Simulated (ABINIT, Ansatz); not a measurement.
# KF (Carobbiite): G0W0 on several meshes in ABINIT

How does the mesh move the gap of KF (Carobbiite)?

Main program and level: ABINIT 10.8.3; PBE and many-body steps on it, plane waves.

Most raw output is cut from this account.

**1. The structure**

It takes space group Fm-3m (No. 225, cubic). The conventional cell has a = 5.344 Å, b = 5.344 Å, c = 5.344 Å, α = 90.00°, β = 90.00°, γ = 90.00°. K has 6 F at 2.67 Å nearest. F has 6 K at 2.67 Å nearest. Farther neighbours and most contacts between anions are not listed.

The cell and positions come from the Crystallography Open Database and are kept as given unless a step says otherwise.

**2. Empty states on the mesh, 6×6×6 mesh, 708 bands**

This step: ABINIT 10.8.3; DFT, PBE, plane waves, norm-conserving pseudopotentials.

The sums over transitions need many empty states on a uniform mesh; this step solves for them.

run.abi reads:

```
acell 3*1.0 Angstrom
rprim 
  -0.000000000000 2.671850000000 2.671850000000
  2.671850000000 -0.000000000000 2.671850000000
  2.671850000000 2.671850000000 0.000000000000
ntypat 2
znucl 19 9
natom 2
typat 1 2
xred 
  0.000000000000 0.000000000000 0.000000000000
  0.500000000000 0.500000000000 0.500000000000
pp_dirpath "pseudos"
pseudos "K.upf, F.upf"
ecut 36
ngkpt 6 6 6
nshiftk 1
shiftk 0 0 0
kptopt 1
chksymbreak 0
irdden 1
istwfk *1
nband 708
prtvol 0
optdriver 6
gwr_task "HDIAGO"
paral_kgb 0
occopt 1
indata_prefix "in"
outdata_prefix "out"
tmpdata_prefix "tmp"
```

On the command line:

```console
$ OMP_NUM_THREADS=1 mpirun -n 8 abinit run.abi > log
```

Run time: 37 s. Hardware: 8 MPI ranks of Arm Neoverse V1, shared host; peak memory 3.7 GiB; 5 min of CPU time.

Numbers from this step:

```
gap                                                           : 6.199 eV
k of the valence top                                          : 0, 0, 0
k of the conduction bottom                                    : 0, 0, 0
least direct gap                                              : 6.199 eV
k points computed                                             : 16
lowest point of the top converged band, above the valence top : 390.3015 eV
```

On this mesh the gap is 6.199 eV.

The density comes from a self-consistent run that is not shown.

**3. Screening, 6×6×6 mesh, 290 bands, screening to 283 eV**

The RPA dielectric matrix is built and inverted for each q.

This step: RPA screening on PBE, plane waves, norm-conserving pseudopotentials.

run.abi: that of step 2 with these lines changed.

```diff
@@ -20,10 +20,11 @@
 chksymbreak 0
-irdden 1
 istwfk *1
-nband 708
-prtvol 0
-optdriver 6
-gwr_task "HDIAGO"
-paral_kgb 0
 occopt 1
+irdwfk 1
+optdriver 3
+nband 290
+ecuteps 10.4
+inclvkb 2
+awtr 1
+symchi 1
 indata_prefix "in"
```

Run time: 5.5 min. Hardware: 8 MPI ranks; peak memory 3.8 GiB; 44 min of CPU time.

This step gave:

```
ε∞ with local fields, on this mesh, along the program's q direction : 1.893
the same without local fields                                       : 2.106
plasma frequency                                                    : 24.05 eV
plane waves in the screening matrix                                 : 411
```

Local fields lower ε∞ by 10 %.

**4. 6×6×6**

The self-energy is evaluated for the states that the input lists, and the levels follow from it, in one-shot runs by the linearised quasiparticle equation.

This step: G0W0 on PBE, plane waves, norm-conserving pseudopotentials.

run.abi: that of step 3 with these lines changed.

```diff
@@ -23,8 +23,15 @@
 irdwfk 1
-optdriver 3
+optdriver 4
 nband 290
+gwcalctyp 0
+ecutsigx 36
+symsigma 1
+nkptgw 1
+kptgw 
+  0.0000000000 0.0000000000 0.0000000000
+bdgw 
+  6 12
 ecuteps 10.4
-inclvkb 2
-awtr 1
-symchi 1
+irdscr 1
+ppmodel 1
 indata_prefix "in"
```

It took 36 s on 8 MPI ranks; peak memory 4.1 GiB; 4.8 min of CPU time.

This step gave:

```
G0W0 gap on the points computed              : 9.702 eV
starting gap on the mesh                     : 6.199 eV
k of the valence top                         : 0, 0, 0
k of the conduction bottom                   : 0, 0, 0
Z at the valence top                         : 0.804
Z at the conduction bottom                   : 0.897
least direct G0W0 gap on the computed points : 9.702 eV
```

The gap on the mesh goes from 6.20 eV to 9.70 eV, a correction of +3.50 eV.

**5. Empty states on the mesh, 4×4×4 mesh, 298 bands**

This step: DFT, PBE, plane waves, norm-conserving pseudopotentials.

run.abi: that of step 4 with these lines changed.

```diff
@@ -15,3 +15,3 @@
 ecut 36
-ngkpt 6 6 6
+ngkpt 4 4 4
 nshiftk 1
@@ -20,18 +20,10 @@
 chksymbreak 0
+irdden 1
 istwfk *1
+nband 298
+prtvol 0
+optdriver 6
+gwr_task "HDIAGO"
+paral_kgb 0
 occopt 1
-irdwfk 1
-optdriver 4
-nband 290
-gwcalctyp 0
-ecutsigx 36
-symsigma 1
-nkptgw 1
-kptgw 
-  0.0000000000 0.0000000000 0.0000000000
-bdgw 
-  6 12
-ecuteps 10.4
-irdscr 1
-ppmodel 1
 indata_prefix "in"
```

Wall time 19 s (8 MPI ranks); peak memory 3.5 GiB.

Numbers from this step:

```yaml
gap: 6.199 eV
k_of_the_valence_top: 0, 0, 0
k_of_the_conduction_bottom: 0, 0, 0
least_direct_gap: 6.199 eV
k_points_computed: 8
lowest_point_of_the_top_converged_band_above_the_valence_top: 210.3204 eV
```

On this mesh the gap is 6.199 eV.

**6. Screening, 4×4×4 mesh, 290 bands, screening to 283 eV**

This step: RPA screening on PBE, plane waves, norm-conserving pseudopotentials.

run.abi: that of step 5 with these lines changed.

```diff
@@ -20,10 +20,11 @@
 chksymbreak 0
-irdden 1
 istwfk *1
-nband 298
-prtvol 0
-optdriver 6
-gwr_task "HDIAGO"
-paral_kgb 0
 occopt 1
+irdwfk 1
+optdriver 3
+nband 290
+ecuteps 10.4
+inclvkb 2
+awtr 1
+symchi 1
 indata_prefix "in"
```

Wall time 47 s (8 MPI ranks); peak memory 2 GiB.

This step gave:

| Property | Result |
| --- | --- |
| ε∞ with local fields, on this mesh, along the program's q direction | 1.893 |
| the same without local fields | 2.107 |
| plasma frequency | 24.05 eV |
| plane waves in the screening matrix | 411 |

**7. 4×4×4**

This step: G0W0 on PBE, plane waves, norm-conserving pseudopotentials.

run.abi: that of step 6 with these lines changed.

```diff
@@ -23,8 +23,15 @@
 irdwfk 1
-optdriver 3
+optdriver 4
 nband 290
+gwcalctyp 0
+ecutsigx 36
+symsigma 1
+nkptgw 1
+kptgw 
+  0.0000000000 0.0000000000 0.0000000000
+bdgw 
+  6 12
 ecuteps 10.4
-inclvkb 2
-awtr 1
-symchi 1
+irdscr 1
+ppmodel 1
 indata_prefix "in"
```

Wall time 19 s (8 MPI ranks); peak memory 2.4 GiB.

This step gave:

```yaml
g0w0_gap_on_the_points_computed: 9.682 eV
starting_gap_on_the_mesh: 6.199 eV
k_of_the_valence_top: 0, 0, 0
k_of_the_conduction_bottom: 0, 0, 0
z_at_the_valence_top: 0.804
z_at_the_conduction_bottom: 0.897
least_direct_g0w0_gap_on_the_computed_points: 9.682 eV
```

Against G0W0 in ABINIT (6×6×6 mesh, 290 bands, screening to 283 eV, Godby-Needs plasmon pole), the gap moves by −0.020 eV.

**8. The runs together**

Times are wall times on 8 MPI ranks of Arm Neoverse V1, shared host, good to a factor of about two. A run's time includes the screening step that it read.

```csv
run,mesh,bands,screening cutoff (eV),DFT gap (eV),gap on the mesh (eV),direct (eV),ε∞ used,time
6×6×6,6×6×6,290,283,6.199,9.702,9.702,1.89,6.1 min
4×4×4,4×4×4,290,283,6.199,9.682,9.682,1.89,66 s
```

**9. What came out**

| Property | Result |
| --- | --- |
| 6×6×6 | 9.702 eV |
| 4×4×4 | 9.682 eV |
| known limits | not at the basis limit; coarse k mesh |

What this shows: 4×4×4: −0.020 eV against 6×6×6. Bands and cutoff are finite, so the gap is not at the basis limit. The miss can reach some tenths of an eV and take either sign; the mesh is an error of its own. In the G0W0 runs levels were corrected at 1 k point alone, so a gap called «on the mesh» is the least over those, and an edge elsewhere would be missed.

[Paths, hosts, dates, memory and timing lines, banners, echoed tables and standing remarks are left out of the program output.]

[Logs are printed without paths, hosts, clocks, repeated set-up lines and the standing remarks that a program may print on its own settings, such as how far it seeks lower states.]

[Runs of the session that timed out or met a known fault of the program may be left out.]

[Hosts, paths, dates, database ids (printed as entryN), source tags and the programs' standing remarks are cut or masked in the printed files.]

[G0W0 gaps are taken among the corrected bands and points alone; a level outside them can change the order at an edge.]

[Where Ansatz stands beside ABINIT at settings called matched, ABINIT's density can come from a denser mesh and the files from another edition; pairs whose starting gaps differed by over 0.03 eV were left out, so agreement reads better than it is.]
